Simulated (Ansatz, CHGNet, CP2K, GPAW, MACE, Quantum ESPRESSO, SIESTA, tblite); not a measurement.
## Quantum ESPRESSO on random rock-salt (Na, Li, K)Cl solid solution (64 atoms): settings compared

How far do other settings of Quantum ESPRESSO move the forces in random rock-salt (Na, Li, K)Cl solid solution (64 atoms)? One run of the same program serves as the yardstick.

Main program and level: Quantum ESPRESSO 7.5; the method is named at each step.

## 1. Starting point

The cell holds 64 atoms: 10 Na, 32 Cl, 11 Li and 11 K. Cell: a = 11.382 Å, b = 11.382 Å, c = 11.382 Å, α = 90.0°, β = 90.0°, γ = 90.0°. Rock-salt lattice (a = 5.691 Å, the mean of the end members), 2 x 2 x 2 cells, metal sites filled at random with 10 Na, 11 Li, 11 K; then minimised and run for 3 ps at 250 K (NVT) with a classical potential, last frame taken. Then every atom was moved at random, 0.05 Å r.m.s. a Cartesian component.

The yardstick, on the same geometry:

```
method                                           : Kohn-Sham DFT, PBE, SSSP efficiency 1.3.0 pseudopotentials, plane waves (Quantum ESPRESSO 7.5); sssp-pbe-1.3.0-efficiency, cutoffs 45/360 Ry, Γ point
r.m.s. force component                           : 0.2488 eV/Å
longest force                                    : 0.9208 eV/Å
pressure                                         : 2.079 GPa
gap (highest filled to lowest empty level) : 3.943 eV
time                                             : 4.3 min on 2 MPI ranks of Arm Neoverse V1, shared host
CPU time                                         : 8.7 min
```

## 2. PBE, gbrv-1.5, 40/200 Ry

Method: Kohn-Sham DFT, PBE, GBRV 1.5 ultrasoft pseudopotentials, plane waves.

pw.in

```
&control
  calculation = 'scf'
  pseudo_dir = './pseudo'
  outdir = './tmp'
  disk_io = 'none'
  tprnfor = .true.
  tstress = .true.
/
&system
  ibrav = 0
  nat = 64
  ntyp = 4
  ecutwfc = 40
  ecutrho = 200
  nosym = .true.
  occupations = 'smearing'
  smearing = 'fd'
  degauss = 0.003675
/
&electrons
  conv_thr = 3.2e-07
  electron_maxstep = 100
  mixing_beta = 0.4
  mixing_mode = 'plain'
  diagonalization = 'david'
/
ATOMIC_SPECIES
Na 22.990 Na.upf
Cl 35.450 Cl.upf
Li 6.940 Li.upf
K 39.098 K.upf
CELL_PARAMETERS angstrom
11.38200 0.00000 0.00000
0.00000 11.38200 0.00000
0.00000 0.00000 11.38200
ATOMIC_POSITIONS crystal
Na 0.98393 0.01520 0.99957
Cl 0.22720 0.01427 0.01382
Li 0.04305 0.26518 0.24184
Cl 0.26074 0.26527 0.25223
K 0.24095 0.98628 0.26227
Cl 0.96770 0.02448 0.24074
Na 0.26470 0.26219 0.99962
Cl 0.01182 0.25834 0.01242
Na 0.98435 0.02636 0.50046
Cl 0.25470 0.01911 0.50827
K 0.99760 0.26954 0.74993
Cl 0.26630 0.28314 0.75468
K 0.25588 0.00236 0.76094
Cl 0.97599 0.01681 0.74650
Li 0.26931 0.24269 0.47893
Cl 0.03806 0.25837 0.48820
Li 0.01709 0.49504 0.01112
Cl 0.24055 0.50151 0.01818
K 0.98819 0.75508 0.26481
Cl 0.24716 0.72116 0.24806
Li 0.27029 0.48872 0.24992
Cl 0.00059 0.47398 0.23669
Na 0.24182 0.74595 0.00776
Cl 0.00686 0.73882 0.00925
K 0.97720 0.51854 0.51315
Cl 0.25443 0.48020 0.47952
K 0.91437 0.75827 0.77731
Cl 0.28531 0.73574 0.77789
Li 0.26683 0.50871 0.79368
Cl 0.03449 0.52621 0.78022
K 0.24850 0.74849 0.51369
Cl 0.99858 0.78796 0.52433
K 0.50245 0.00202 0.00642
Cl 0.76505 0.94057 0.92068
Li 0.49692 0.26278 0.25620
Cl 0.71632 0.23354 0.19694
Na 0.73682 0.01282 0.28396
Cl 0.49934 0.02803 0.27014
Na 0.75428 0.26169 0.98095
Cl 0.48558 0.26559 0.98536
Na 0.50691 0.01611 0.50503
Cl 0.74902 0.01353 0.52454
Li 0.49677 0.27345 0.75846
Cl 0.72898 0.25716 0.74748
Li 0.74351 0.04160 0.74415
Cl 0.51599 0.02316 0.74520
Li 0.69679 0.22326 0.53676
Cl 0.46929 0.25638 0.50944
Na 0.48977 0.49962 0.00924
Cl 0.75724 0.50879 0.99070
K 0.50306 0.74665 0.25817
Cl 0.74313 0.70630 0.29071
Na 0.74607 0.46123 0.21313
Cl 0.49450 0.47786 0.24029
Na 0.74911 0.73128 0.05547
Cl 0.49150 0.74221 0.00368
[... 4 atom lines left out ...]
Li 0.70938 0.45894 0.79162
Cl 0.49547 0.50225 0.77377
Li 0.73854 0.79828 0.48796
Cl 0.51012 0.79023 0.51236
K_POINTS gamma
```

Run with:

```
OMP_NUM_THREADS=1 mpirun -np 2 pw.x -in pw.in > output.txt
```

Log:

```text
Program PWSCF
     gamma-point specific algorithms are used
     Parallelization info
     sticks:   dense  smooth     PW     G-vecs:    dense   smooth      PW
     Min        3688    2950    739               237633   169941   21249
     Max        3689    2951    742               237640   169942   21250
     Sum        7377    5901   1481               475273   339883   42499
     bravais-lattice index     =            0
     lattice parameter (alat)  =      21.5089  a.u.
     unit-cell volume          =    9950.6705 (a.u.)^3
     number of atoms/cell      =           64
     number of atomic types    =            4
     number of electrons       =       446.00
     number of Kohn-Sham states=          268
     kinetic-energy cutoff     =      40.0000  Ry
     charge density cutoff     =     200.0000  Ry
     scf convergence threshold =      3.2E-07
     mixing beta               =       0.4000
     number of iterations used =            8  plain     mixing
     Exchange-correlation=  SLA  PW   PBX  PBC
                           (   1   4   3   4   0   0   0)
     crystal axes: (cart. coord. in units of alat)
               a(1) = (   1.000000   0.000000   0.000000 )
               a(2) = (   0.000000   1.000000   0.000000 )
               a(3) = (   0.000000   0.000000   1.000000 )
     reciprocal axes: (cart. coord. in units 2 pi/alat)
               b(1) = (  1.000000  0.000000  0.000000 )
               b(2) = (  0.000000  1.000000  0.000000 )
               b(3) = (  0.000000  0.000000  1.000000 )
     PseudoPot. # 1 for Na:
     Pseudo is Ultrasoft, Zval =  9.0
     PseudoPot. # 2 for Cl:
     Pseudo is Ultrasoft + core correction, Zval =  7.0
     PseudoPot. # 3 for Li:
     Pseudo is Ultrasoft, Zval =  3.0
     PseudoPot. # 4 for K :
     Pseudo is Ultrasoft + core correction, Zval =  9.0
     atomic species   valence    mass     pseudopotential
     Na                9.00    22.99000     Na( 1.00)
     Cl                7.00    35.45000     Cl( 1.00)
     Li                3.00     6.94000     Li( 1.00)
     K                 9.00    39.09800     K ( 1.00)
     No symmetry found
   Cartesian axes
     number of k points=     1  Fermi-Dirac smearing, width (Ry)=  0.0037
                       cart. coord. in units 2pi/alat
        k(    1) = (   0.0000000   0.0000000   0.0000000), wk =   2.0000000
     Dense  grid:   237637 G-vectors     FFT dimensions: ( 100, 100, 100)
     Smooth grid:   169942 G-vectors     FFT dimensions: (  90,  90,  90)
     Initial potential from superposition of free atoms
     starting charge     435.4411, renormalised to     446.0000
     negative rho (up, down):  4.918E-01 0.000E+00
     Starting wfcs are  321 randomized atomic wfcs
     Self-consistent Calculation
     iteration #  1     ecut=    40.00 Ry     beta= 0.40
     Threshold (ethr) on eigenvalues was too large:
     Diagonalizing with lowered threshold
     negative rho (up, down):  4.892E-01 0.000E+00
     total energy              =   -2812.62478305 Ry
     estimated scf accuracy    <       3.86380697 Ry
     iteration #  2     ecut=    40.00 Ry     beta= 0.40
     negative rho (up, down):  4.795E-01 0.000E+00
     total energy              =   -2813.08649834 Ry
     estimated scf accuracy    <       0.31429655 Ry
     iteration #  3     ecut=    40.00 Ry     beta= 0.40
     negative rho (up, down):  4.694E-01 0.000E+00
     total energy              =   -2813.15639196 Ry
     estimated scf accuracy    <       0.06906383 Ry
     iteration #  4     ecut=    40.00 Ry     beta= 0.40
     negative rho (up, down):  4.657E-01 0.000E+00
     total energy              =   -2813.16610366 Ry
     estimated scf accuracy    <       0.00828709 Ry
     iteration #  5     ecut=    40.00 Ry     beta= 0.40
     c_bands:  3 eigenvalues not converged
     negative rho (up, down):  4.648E-01 0.000E+00
     total energy              =   -2813.16816479 Ry
     estimated scf accuracy    <       0.00074085 Ry
     iteration #  6     ecut=    40.00 Ry     beta= 0.40
     negative rho (up, down):  4.643E-01 0.000E+00
     total energy              =   -2813.16853841 Ry
     estimated scf accuracy    <       0.00008973 Ry
     iteration #  7     ecut=    40.00 Ry     beta= 0.40
     negative rho (up, down):  4.639E-01 0.000E+00
     total energy              =   -2813.16862662 Ry
     estimated scf accuracy    <       0.00001794 Ry
     iteration #  8     ecut=    40.00 Ry     beta= 0.40
     negative rho (up, down):  4.636E-01 0.000E+00
     total energy              =   -2813.16863597 Ry
     estimated scf accuracy    <       0.00000196 Ry
     iteration #  9     ecut=    40.00 Ry     beta= 0.40
     negative rho (up, down):  4.634E-01 0.000E+00
     End of self-consistent calculation
          k = 0.0000 0.0000 0.0000 ( 21250 PWs)   bands (ev):
   -48.8161 -48.6171 -48.3661 -47.8838 -47.6790 -47.6652 -47.6567 -47.6559
   -47.4387 -47.3254 -43.1178 -42.7470 -42.6788 -42.4743 -42.4332 -42.4270
   -42.1412 -42.0675 -41.9313 -41.9114 -41.5303 -26.1706 -26.0652 -25.9156
   -25.8017 -25.7975 -25.6597 -25.5713 -25.5665 -25.5621 -25.5069 -25.2988
   -20.7608 -20.7363 -20.7262 -20.5741 -20.5402 -20.5140 -20.3193 -20.2907
   -20.2761 -19.8205 -19.8092 -19.7946 -19.6246 -19.6187 -19.6104 -19.6058
   -19.6046 -19.5998 -19.5987 -19.5923 -19.5890 -19.5878 -19.5771 -19.5554
   -19.3771 -19.3722 -19.3563 -19.2695 -19.2607 -19.2459 -12.5587 -12.4806
   -12.1222 -12.0000 -11.6910 -11.6146 -11.5765 -11.4301 -11.4021 -11.3802
   -11.3277 -11.3115 -11.2513 -11.2188 -11.1944 -11.1537 -11.1272 -11.0897
   -11.0627 -11.0368 -11.0195 -10.9721 -10.9489 -10.9003 -10.8004 -10.6229
   -10.5518 -10.4645 -10.3813 -10.2742 -10.1590  -9.9672  -9.6895  -9.6502
[...]
7.2370   7.4924   7.5503   7.8594   7.9604   8.0907   8.1793   8.2920
     8.3583   8.4177   8.4750   8.5061   8.5809   8.6870   8.7465   8.7609
     8.8252   8.8759   8.9489   8.9967   9.0340   9.0837   9.1359   9.1544
     9.1951   9.2295   9.3022   9.3362   9.3734   9.4343   9.4811   9.5100
     9.5667   9.6670   9.6710   9.7291   9.7612   9.8259   9.8489   9.9066
     9.9317   9.9947  10.0106  10.0639
     the Fermi energy is     4.9502 ev
!    total energy              =   -2813.16863727 Ry
     estimated scf accuracy    <       0.00000026 Ry
     smearing contrib. (-TS)   =      -0.00000000 Ry
     internal energy E=F+TS    =   -2813.16863727 Ry
     The total energy is F=E-TS. E is the sum of the following terms:
     one-electron contribution =   -1333.84275954 Ry
     hartree contribution      =     795.45190120 Ry
     xc contribution           =    -586.38315306 Ry
     ewald contribution        =   -1688.39462587 Ry
     convergence has been achieved in   9 iterations
     negative rho (up, down):  4.634E-01 0.000E+00
     Forces acting on atoms (cartesian axes, Ry/au):
     atom    1 type  1   force =     0.00714589   -0.00353455   -0.00282500
     atom    2 type  2   force =     0.00404467   -0.00620626   -0.00544749
     atom    3 type  3   force =    -0.00293698    0.00580499    0.00754181
     atom    4 type  2   force =     0.00301620   -0.00570428   -0.00397187
     atom    5 type  4   force =    -0.00697238    0.00725822   -0.00239087
     atom    6 type  2   force =    -0.00078190   -0.00245440    0.00731252
     atom    7 type  1   force =    -0.02360983   -0.00194733    0.00031533
     atom    8 type  2   force =    -0.01276753    0.00339125    0.00501240
     atom    9 type  1   force =     0.01955963    0.00714969    0.00177185
     atom   10 type  2   force =    -0.00160290    0.00545497   -0.00006902
     atom   11 type  4   force =     0.01548120    0.01065459   -0.00973157
     atom   12 type  2   force =     0.00905060   -0.00038920    0.00446912
[...]
atom   60 type  2   force =     0.00064995    0.00797992    0.00423821
     atom   61 type  3   force =    -0.00549826    0.02284662   -0.01381333
     atom   62 type  2   force =     0.00763431   -0.02148060   -0.00047326
     atom   63 type  3   force =    -0.00201051   -0.01996354    0.01052780
     atom   64 type  2   force =     0.01572939   -0.00842649   -0.00937251
     Total force =     0.133897     Total SCF correction =     0.001376
     Computing stress (Cartesian axis) and pressure
     negative rho (up, down):  4.634E-01 0.000E+00
          total   stress  (Ry/bohr**3)                   (kbar)     P=       18.53
   0.00010773   0.00000907   0.00000058           15.85        1.33        0.09
   0.00000907   0.00008949   0.00000596            1.33       13.16        0.88
   0.00000058   0.00000596   0.00018062            0.09        0.88       26.57
     Message from routine punch:
     Nothing written, as per user request (disk_io='none')
```

Elapsed: 3 min, on 2 MPI ranks of Arm Neoverse V1, shared host; peak memory 1.6 GiB; 5.9 min of CPU time.

Banners, paths, timers and routine set-up lines are dropped from the logs unmarked, and long logs keep their key lines alone; longer cuts are marked.

Numbers from this run, and their distance from the reference:

```yaml
r_m_s_force_component: 0.2485 eV/Å
r_m_s_difference_of_force_components: 1.56 meV/Å
longest_difference_of_force_vectors: 7.529 meV/Å
force_difference_over_r_m_s_force: 0.6271 %
slope_of_forces_against_the_reference_s: 0.9986
correlation_of_force_components: 1
spacing_of_highest_filled_and_lowest_empty_level: 3.942 eV
gap_difference: -0.0011 eV
pressure: 1.853 GPa
pressure_difference: -0.226 GPa
```

Length of the force difference by element (eV/Å):

| element | atoms | mean | most |
| --- | --- | --- | --- |
| Cl | 32 | 7.0e-4 | 0.0015 |
| K | 11 | 0.0058 | 0.0075 |
| Li | 11 | 0.0016 | 0.0024 |
| Na | 10 | 0.0014 | 0.0026 |

Levels nearest the highest filled one (eV from it): -0.77, -0.70, -0.64, -0.62, -0.56, -0.49, -0.45, -0.35, -0.28, -0.21, -0.14, 0.00, 3.94, 5.01, 5.27, 5.32, 5.63, 5.73, 5.87, 5.95, 6.07, 6.13, 6.19, 6.25.

A closer look about Cl48, which bears the longest force: 14 atoms, nearest first, numbered in the order of the input, with positions taken from that point.

| atom | x | y | z | distance (Å) | bonds | Fx | Fy | Fz (eV/Å) |
| --- | --- | --- | --- | --- | --- | --- | --- | --- |
| Cl48 | 0.00 | 0.00 | 0.00 | 0.00 | 6 | 0.85 | -0.36 | 0.08 |
| Li15 | -2.28 | -0.16 | -0.35 | 2.31 | 5 | -0.57 | 0.29 | 0.09 |
| Li47 | 2.59 | -0.38 | 0.31 | 2.64 | 4 | -0.08 | 0.41 | -0.23 |
| Na41 | 0.43 | -2.73 | -0.05 | 2.77 | 6 | -0.53 | 0.28 | 0.16 |
| Li43 | 0.31 | 0.19 | 2.83 | 2.86 | 6 | -0.56 | -0.03 | 0.06 |
| Li35 | 0.31 | 0.07 | -2.88 | 2.90 | 5 | 0.04 | -0.05 | -0.01 |
| K57 | 0.70 | 2.91 | -0.05 | 2.99 | 7 | -0.06 | 0.01 | 0.01 |
| Cl26 | -2.45 | 2.55 | -0.34 | 3.55 | 5 | 0.13 | 0.28 | -0.16 |
| Cl12 | -2.31 | 0.30 | 2.79 | 3.64 | 5 | 0.23 | -0.01 | 0.11 |
| Cl10 | -2.44 | -2.70 | -0.01 | 3.64 | 6 | -0.04 | 0.14 | 0.00 |
| Cl58 | 3.32 | 1.48 | -0.74 | 3.71 | 4 | -0.29 | -0.09 | 0.15 |
| Cl4 | -2.37 | 0.10 | -2.93 | 3.77 | 6 | 0.08 | -0.15 | -0.10 |
| Cl38 | 0.34 | -2.60 | -2.72 | 3.78 | 6 | 0.30 | -0.14 | -0.11 |
| Cl46 | 0.53 | -2.65 | 2.68 | 3.81 | 6 | 0.41 | 0.35 | -0.07 |

Forces lie 0.63 % from the reference's, at 0.68 times its CPU time.

## 3. Outcome

```yaml
force_difference_from_the_reference: QE PBE, gbrv-1.5, 40/200 Ry, 0.63 %
its_cpu_time: 5.9 min
```

PBE on plane waves or a grid with other potentials, cutoffs or grids differs from the reference by 0.63 % (QE PBE, gbrv-1.5, 40/200 Ry) of the r.m.s. force; this holds the reference's own error, so differences of a few per cent don't tell which side is nearer the exact PBE result. PBE gaps agree with the reference's 3.94 eV within 0.002 eV. These are spacings on the run's k-points, which needn't hold the band edges. The reference's pressure holds the uncorrected Pulay stress of its 45 Ry basis, so small pressure differences, and their order, may be the reference's own error. The host structure and its lattice constant were typed by rule, without a check against the phase diagram. The reference's pressure of 2.1 GPa belongs to a cell and atoms that aren't relaxed at this level. The electronic-structure runs sample only Γ, in a cell whose shortest periodic width is 11 Å.

[Also dropped from logs without a mark: logging warnings of Python, and SIESTA's first energy breakdown and zero terms.]

[Logs are printed without paths, hosts, clocks, repeated set-up lines and the standing remarks that a program may print on its own settings, such as how far it seeks lower states.]

[Hosts, paths, dates, database ids (printed as entryN), source tags and the programs' standing remarks are cut or masked in the printed files.]
